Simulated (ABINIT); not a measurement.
# RbSnH3 (Pm-3m): zone-centre phonons, part 2 of 4

Which modes does RbSnH3 (Pm-3m) have at the zone centre?

ABINIT 10.8.3; DFT LDA, scalar-relativistic, plane waves, PseudoDojo norm-conserving pseudopotentials.

So far. Step 5 (Relaxing the cell and atoms): The volume changes by -1.5 % in this run and stands -14.8 % from the first cell. Step 6 (Ground state): The cell stands at -0.52 GPa: the relaxation ran with a smoothed and higher cutoff, and the difference is a stress of the finite basis. The relaxed cell has a = 4.284 Å (conventional setting).

The structure was built from a prototype and need not be the compound's stable phase.

### 7. Zone-centre response

At q = 0 one unit cell holds all displacements. The response is solved for single atoms along the cell's directions, and symmetry skips those that follow from others. The crystal is treated as a metal, which screens a static field, so no field response is asked.

File dfpt_gamma.abi:

```

# common to the responses
getwfk_filepath "gso_WFK"
kptopt 2
nqpt 1
qpt 0.0 0.0 0.0
asr 0
chneut 0

# displacements
rfphon 1
rfatpol 1 5
rfdir 1 1 1
tolvrs 1.0d-10
prtwf 0

# basis, mesh and filling
ecut 32.0
ngkpt 6 6 6
nshiftk 1
shiftk 0.0 0.0 0.0
istwfk *1
occopt 7
tsmear 0.01
nband 20
nstep 100
diemac 1000000.0
prtebands 0
prtgsr 0

# cell and atoms
acell 8.096512086 8.096512086 8.096512086
rprim 
    1.0 0.0 0.0
    0.0 1.0 0.0
    0.0 0.0 1.0
ntypat 3
znucl 37 50 1
natom 5
typat 1 2 3 3 3
xred 
    0.0 0.0 0.0
    0.5 0.5 0.5
    0.5 0.5 0.0
    0.5 0.0 0.5
    0.0 0.5 0.5
pp_dirpath "./pseudo"
pseudos "Rb.upf, Sn.upf, H.upf"
```

Started as:

```console
> OMP_NUM_THREADS=1 mpirun -n 4 abinit dfpt_gamma.abi > dfpt_gamma.log
```

Numbers of over 12 decimals in the logs are rounded to 6 here.

dfpt_gamma.abo, the main output file:

```text
[banners, grids, parts of the stress and lines that vanish by symmetry left out]
- input  file    -> dfpt_gamma.abi
- output file    -> dfpt_gamma.abo
- root for input  files -> dfpt_gammai
- root for output files -> dfpt_gammao

 Symmetries : space group Pm -3 m (#221); Bravais cP (primitive cubic)
================================================================================
 Values of the parameters that define the memory need of the present run (RF).
     intxc =       0      iscf =       7    lmnmax =       6     lnmax =       6
     mgfft =      45  mpssoang =       3    mqgrid =    3001     natom =       5
  nloc_mem =       1    nspden =       1   nspinor =       1    nsppol =       1
      nsym =      48    n1xccc =    2501    ntypat =       3    occopt =       7
   xclevel =       1
-    mband =          20        mffmem =           1         mkmem =          28
-   mkqmem =          28        mk1mem =          28           mpw =        4636
      nfft =       91125          nkpt =         112
- my_mband =          20
================================================================================
================================================================================

--------------------------------------------------------------------------------
------------- Echo of variables that govern the present computation ------------
--------------------------------------------------------------------------------
-
- outvars: echo of selected default values
-   iomode0 =  0 , fftalg0 =312 , wfoptalg0 =  0
-
- outvars: echo of global parameters not present in the input file
-  max_nthreads =    1
-
 -outvars: echo values of preprocessed input variables
 [... echo left out ...]
================================================================================

 chkinp: Checking input parameters for consistency.

[...]
== DATASET  1 ==================================================================
-   mpi_nproc: 4, omp_nthreads: 1 (-1 if OMP is not activated)

--- !DatasetInfo
iteration_state: {dtset: 1, }
dimensions: {natom: 5, nkpt: 112, mband: 20, nsppol: 1, nspinor: 1, nspden: 1, mpw: 4636, }
cutoff_energies: {ecut:  32.0, pawecutdg:  -1.0, }
electrons: {nelect:   2.60000000E+01, charge:   0.00000000E+00, occopt:   7.00000000E+00, tsmear:   1.00000000E-02, }
meta: {optdriver: 1, rfphon: 1, }
...

 mkfilename: getwfk from: gso_WFK

 Real(R)+Recip(G) space primitive vectors, cartesian coordinates (Bohr,Bohr^-1):
 R(1)=  8.0965121  0.0000000  0.0000000  G(1)=  0.1235100  0.0000000  0.0000000
 R(2)=  0.0000000  8.0965121  0.0000000  G(2)=  0.0000000  0.1235100  0.0000000
 R(3)=  0.0000000  0.0000000  8.0965121  G(3)=  0.0000000  0.0000000  0.1235100
 Unit cell volume ucvol=  5.3075477E+02 bohr^3
 Angles (23,13,12)=  9.00000000E+01  9.00000000E+01  9.00000000E+01 degrees
 setup1 : take into account q-point for computing boxcut.

 getcut: wavevector=  0.0000  0.0000  0.0000  ngfft=  45  45  45
         ecut(hartree)=     32.000   => boxcut(ratio)=   2.13410

--- Pseudopotential description ------------------------------------------------
- pspini: atom type   1  psp file is ./pseudo/Rb.upf

- pspini: atom type   2  psp file is ./pseudo/Sn.upf

- pspini: atom type   3  psp file is ./pseudo/H.upf

   1.76734806E+03                                ecore*ucvol(ha*bohr**3)
--------------------------------------------------------------------------------

 ==>  initialize data related to q vector <==

 The list of irreducible perturbations for this q vector is:
    1)    idir= 1    ipert=   1
    2)    idir= 1    ipert=   2
    3)    idir= 1    ipert=   3
    4)    idir= 3    ipert=   3

[...]
The perturbation idir=   2  ipert=   1 is
 symmetric of a previously calculated perturbation.
 So, its SCF calculation is not needed.

 The perturbation idir=   3  ipert=   1 is
 symmetric of a previously calculated perturbation.
 So, its SCF calculation is not needed.

 The perturbation idir=   2  ipert=   2 is
 symmetric of a previously calculated perturbation.
 So, its SCF calculation is not needed.

 The perturbation idir=   3  ipert=   2 is
 symmetric of a previously calculated perturbation.
 So, its SCF calculation is not needed.

[...]
The perturbation idir=   2  ipert=   5 is
 symmetric of a previously calculated perturbation.
 So, its SCF calculation is not needed.

 The perturbation idir=   3  ipert=   5 is
 symmetric of a previously calculated perturbation.
 So, its SCF calculation is not needed.

--------------------------------------------------------------------------------
 Perturbation wavevector (in red.coord.)   0.000000  0.000000  0.000000
 Perturbation : displacement of atom   1   along direction   1
 Found     8 symmetries that leave the perturbation invariant.

[...]
dfpt_looppert : total number of electrons, from k and k+q
  fully or partially occupied states are    2.600000E+01 and    2.600000E+01.
 Initialisation of the first-order wave-functions :
  ireadwf=   0

--- !BeginCycle
iteration_state: {dtset: 1, }
solver: {iscf: 7, nstep: 100, nline: 4, wfoptalg: 0, }
tolerances: {tolvrs: 1.00E-10, }
...

     iter   2DEtotal(Ha)        deltaE(Ha) residm    vres2
-ETOT  1   1.652094     -1.256E+03 5.071E+00 2.494E+02
 ETOT  2  0.796891     -8.552E-01 1.623E-01 9.610E+01
 ETOT  3  0.757354     -3.954E-02 4.143E-02 1.070E+01
 ETOT  4  0.755499     -1.854E-03 3.243E-03 1.581E+00
 ETOT  5  0.754851     -6.482E-04 2.041E-03 5.072E-02
[...]
At SCF step   10       vres2   =  1.60E-11 < tolvrs=  1.00E-10 =>converged.
[...]
Mean square residual over all n,k,spin=   11.910E-09; max=  79.147E-07

 Thirteen components of 2nd-order total energy (hartree) are
 1,2,3: 0th-order hamiltonian combined with 1st-order wavefunctions
     kin0=   8.70692076E+02 eigvalue=   1.26554586E+02  local=  -4.33192700E+02
 4,5,6: 1st-order hamiltonian combined with 1st and 0th-order wfs
 loc psp =  -9.46455782E+02  Hartree=   3.36154319E+02     xc=  -8.26656961E+01
 note that "loc psp" includes a xc core correction that could be resolved
 7,8,9: eventually, occupation + non-local contributions
    edocc=   8.62523917E+01     enl0=   3.52839965E+02   enl1=  -1.56681410E+03
 1-9 gives the relaxation energy (to be shifted if some occ is /=2.0)
   erelax=  -1.25663494E+03
 10,11,12 Non-relaxation  contributions : frozen-wavefunctions and Ewald
 fr.local=   4.06067765E+02 fr.nonlo=   7.84730486E+02  Ewald=   7.91556777E+01
 13,14 Frozen wf xc core corrections (1) and (2)
 frxc 1  =  -1.73822316E+02  frxc 2 =   1.61258156E+02
 Resulting in :
 2DEtotal=    0.7548255884E+00 Ha. Also 2DEtotal=    0.205398506356E+02 eV
    (2DErelax=   -1.2566349431E+03 Ha. 2DEnonrelax=    1.2573897687E+03 Ha)
    (  non-var. 2DEtotal :    7.5482600595E-01 Ha)

[...]
Perturbation wavevector (in red.coord.)   0.000000  0.000000  0.000000
 Perturbation : displacement of atom   2   along direction   1
 Found     8 symmetries that leave the perturbation invariant.

[...]
dfpt_looppert : total number of electrons, from k and k+q
  fully or partially occupied states are    2.600000E+01 and    2.600000E+01.
 Initialisation of the first-order wave-functions :
  ireadwf=   0

--- !BeginCycle
iteration_state: {dtset: 1, }
solver: {iscf: 7, nstep: 100, nline: 4, wfoptalg: 0, }
tolerances: {tolvrs: 1.00E-10, }
...

     iter   2DEtotal(Ha)        deltaE(Ha) residm    vres2
-ETOT  1   5.560010     -2.182E+04 2.698E+01 6.614E+02
[...]
At SCF step   10       vres2   =  8.84E-12 < tolvrs=  1.00E-10 =>converged.
[...]
Mean square residual over all n,k,spin=   22.231E-08; max=  86.996E-06

 Thirteen components of 2nd-order total energy (hartree) are
 1,2,3: 0th-order hamiltonian combined with 1st-order wavefunctions
     kin0=   2.80045999E+04 eigvalue=   2.59925293E+03  local=  -1.37069326E+04
 4,5,6: 1st-order hamiltonian combined with 1st and 0th-order wfs
 loc psp =  -5.73810830E+03  Hartree=   1.86545184E+03     xc=  -3.12025753E+02
 note that "loc psp" includes a xc core correction that could be resolved
 7,8,9: eventually, occupation + non-local contributions
    edocc=   2.28178661E+01     enl0=   3.35006192E+03   enl1=  -3.79083438E+04
 1-9 gives the relaxation energy (to be shifted if some occ is /=2.0)
   erelax=  -2.18232261E+04
 10,11,12 Non-relaxation  contributions : frozen-wavefunctions and Ewald
 fr.local=   2.68461445E+03 fr.nonlo=   1.89305854E+04  Ewald=   8.69160383E+01
 13,14 Frozen wf xc core corrections (1) and (2)
 frxc 1  =  -7.80455269E+02  frxc 2 =   9.01524191E+02
 Resulting in :
 2DEtotal=   -0.4120366672E-01 Ha. Also 2DEtotal=   -0.112120888986E+01 eV
    (2DErelax=   -2.1823226060E+04 Ha. 2DEnonrelax=    2.1823184856E+04 Ha)
    (  non-var. 2DEtotal :   -4.1202318525E-02 Ha)

[...]
Perturbation wavevector (in red.coord.)   0.000000  0.000000  0.000000
 Perturbation : displacement of atom   3   along direction   1
 Found     4 symmetries that leave the perturbation invariant.

[...]
dfpt_looppert : total number of electrons, from k and k+q
  fully or partially occupied states are    2.600000E+01 and    2.600000E+01.
 Initialisation of the first-order wave-functions :
  ireadwf=   0

--- !BeginCycle
iteration_state: {dtset: 1, }
solver: {iscf: 7, nstep: 100, nline: 4, wfoptalg: 0, }
tolerances: {tolvrs: 1.00E-10, }
...

     iter   2DEtotal(Ha)        deltaE(Ha) residm    vres2
-ETOT  1   1.007072     -6.030E+01 4.161E-01 9.908E+02
[...]
At SCF step   10       vres2   =  1.78E-12 < tolvrs=  1.00E-10 =>converged.
[...]
Mean square residual over all n,k,spin=   30.327E-09; max=  34.563E-06

 Thirteen components of 2nd-order total energy (hartree) are
 1,2,3: 0th-order hamiltonian combined with 1st-order wavefunctions
     kin0=   6.44002499E+01 eigvalue=   5.14097300E-01  local=  -1.39522479E+01
 4,5,6: 1st-order hamiltonian combined with 1st and 0th-order wfs
 loc psp =  -8.76783082E+01  Hartree=   1.38405228E+01     xc=  -8.25331861E+00
 note that "loc psp" includes a xc core correction that could be resolved
 7,8,9: eventually, occupation + non-local contributions
    edocc=   4.60094007E+00     enl0=  -6.45906278E-01   enl1=  -3.33303665E+01
 1-9 gives the relaxation energy (to be shifted if some occ is /=2.0)
   erelax=  -6.05043373E+01
 10,11,12 Non-relaxation  contributions : frozen-wavefunctions and Ewald
 fr.local=   5.32297847E+01 fr.nonlo=   1.68642654E+01  Ewald=  -8.79188525E+00
 13,14 Frozen wf xc core corrections (1) and (2)
 frxc 1  =   0.00000000E+00  frxc 2 =   0.00000000E+00
 Resulting in :
 2DEtotal=    0.7978275103E+00 Ha. Also 2DEtotal=    0.217099925394E+02 eV
    (2DErelax=   -6.0504337316E+01 Ha. 2DEnonrelax=    6.1302164826E+01 Ha)
    (  non-var. 2DEtotal :    7.9782750862E-01 Ha)

[...]
Perturbation wavevector (in red.coord.)   0.000000  0.000000  0.000000
 Perturbation : displacement of atom   3   along direction   3
 Found     8 symmetries that leave the perturbation invariant.

--------------------------------------------------------------------------------

--------------------------------------------------------------------------------

 dfpt_looppert : total number of electrons, from k and k+q
  fully or partially occupied states are    2.600000E+01 and    2.600000E+01.
 Initialisation of the first-order wave-functions :
  ireadwf=   0

--- !BeginCycle
iteration_state: {dtset: 1, }
solver: {iscf: 7, nstep: 100, nline: 4, wfoptalg: 0, }
tolerances: {tolvrs: 1.00E-10, }
...

     iter   2DEtotal(Ha)        deltaE(Ha) residm    vres2
-ETOT  1  -3.383857     -6.677E+01 6.973E-01 4.648E+02
[...]
ETOT  9  -3.666710     -1.282E-11 1.012E-05 9.716E-10
 ETOT 10  -3.666710      3.553E-12 1.814E-06 1.372E-11

 At SCF step   10       vres2   =  1.37E-11 < tolvrs=  1.00E-10 =>converged.
[...]
Mean square residual over all n,k,spin=   29.644E-10; max=  18.141E-07

 Thirteen components of 2nd-order total energy (hartree) are
 1,2,3: 0th-order hamiltonian combined with 1st-order wavefunctions
     kin0=   6.60785556E+01 eigvalue=   6.61475246E-01  local=  -1.56510044E+01
 4,5,6: 1st-order hamiltonian combined with 1st and 0th-order wfs
 loc psp =  -9.84807039E+01  Hartree=   1.74420070E+01     xc=  -1.05656194E+01
 note that "loc psp" includes a xc core correction that could be resolved
 7,8,9: eventually, occupation + non-local contributions
    edocc=   1.00327008E+01     enl0=  -9.48276261E-01   enl1=  -3.56189732E+01
 1-9 gives the relaxation energy (to be shifted if some occ is /=2.0)
   erelax=  -6.70498385E+01
 10,11,12 Non-relaxation  contributions : frozen-wavefunctions and Ewald
 fr.local=  -8.69366962E+00 fr.nonlo=   1.56912253E+01  Ewald=   5.63855733E+01
 13,14 Frozen wf xc core corrections (1) and (2)
 frxc 1  =   0.00000000E+00  frxc 2 =   0.00000000E+00
 Resulting in :
 2DEtotal=   -0.3666709557E+01 Ha. Also 2DEtotal=   -0.997762500110E+02 eV
    (2DErelax=   -6.7049838508E+01 Ha. 2DEnonrelax=    6.3383128951E+01 Ha)
    (  non-var. 2DEtotal :   -3.6667095868E+00 Ha)

[...]
---- first-order wavefunction calculations are completed ----

 ==> Compute Derivative Database <==

 [... matrices left out ...]
  Phonon wavevector (reduced coordinates) :  0.00000  0.00000  0.00000
 Phonon energies in Hartree :
  -5.534965E-03 -5.534965E-03 -5.534965E-03  1.358704E-05  1.358704E-05
   1.358705E-05  3.774142E-04  3.774142E-04  3.774142E-04  2.542324E-03
   2.542324E-03  2.542324E-03  2.627901E-03  2.627901E-03  2.627901E-03
 Phonon frequencies in cm-1    :
- -1.214785E+03 -1.214785E+03 -1.214785E+03  2.982012E+00  2.982012E+00
-  2.982012E+00  8.283284E+01  8.283284E+01  8.283284E+01  5.579756E+02
-  5.579756E+02  5.579756E+02  5.767576E+02  5.767576E+02  5.767576E+02

== END DATASET(S) ==============================================================
================================================================================

 -outvars: echo values of variables after computation
            acell      8.0965120860E+00  8.0965120860E+00  8.0965120860E+00 Bohr
           etotal     -3.6667095571E+00
            fcart      0.0000000000E+00  0.0000000000E+00  0.0000000000E+00
           strten      0.0000000000E+00  0.0000000000E+00  0.0000000000E+00
================================================================================
```

It took 2.4 min on 4 MPI ranks of Arm Neoverse V2, shared host; 9.7 min of CPU time.

Read from the output:

* largest acoustic frequency at the zone centre before the sum rule: 2.98 cm⁻¹
* highest optical zone-centre mode (no LO-TO term): 576.8 cm⁻¹
* lowest optical zone-centre mode: -1215 cm⁻¹

The acoustic modes at Γ come out as far as 3.0 cm⁻¹ from zero, where they should vanish, a small numerical error. The lowest optical mode is imaginary, 1215i cm⁻¹, an instability at this level and on this k mesh.

(Part 2 of 4 ends here.)

[Host names and launcher messages were left out of these logs when they were recorded.]

[Logs are printed without paths, hosts, clocks, repeated set-up lines and the standing remarks that a program may print on its own settings, such as how far it seeks lower states.]

[Hosts, paths, dates, database ids (printed as entryN), source tags and the programs' standing remarks are cut or masked in the printed files.]
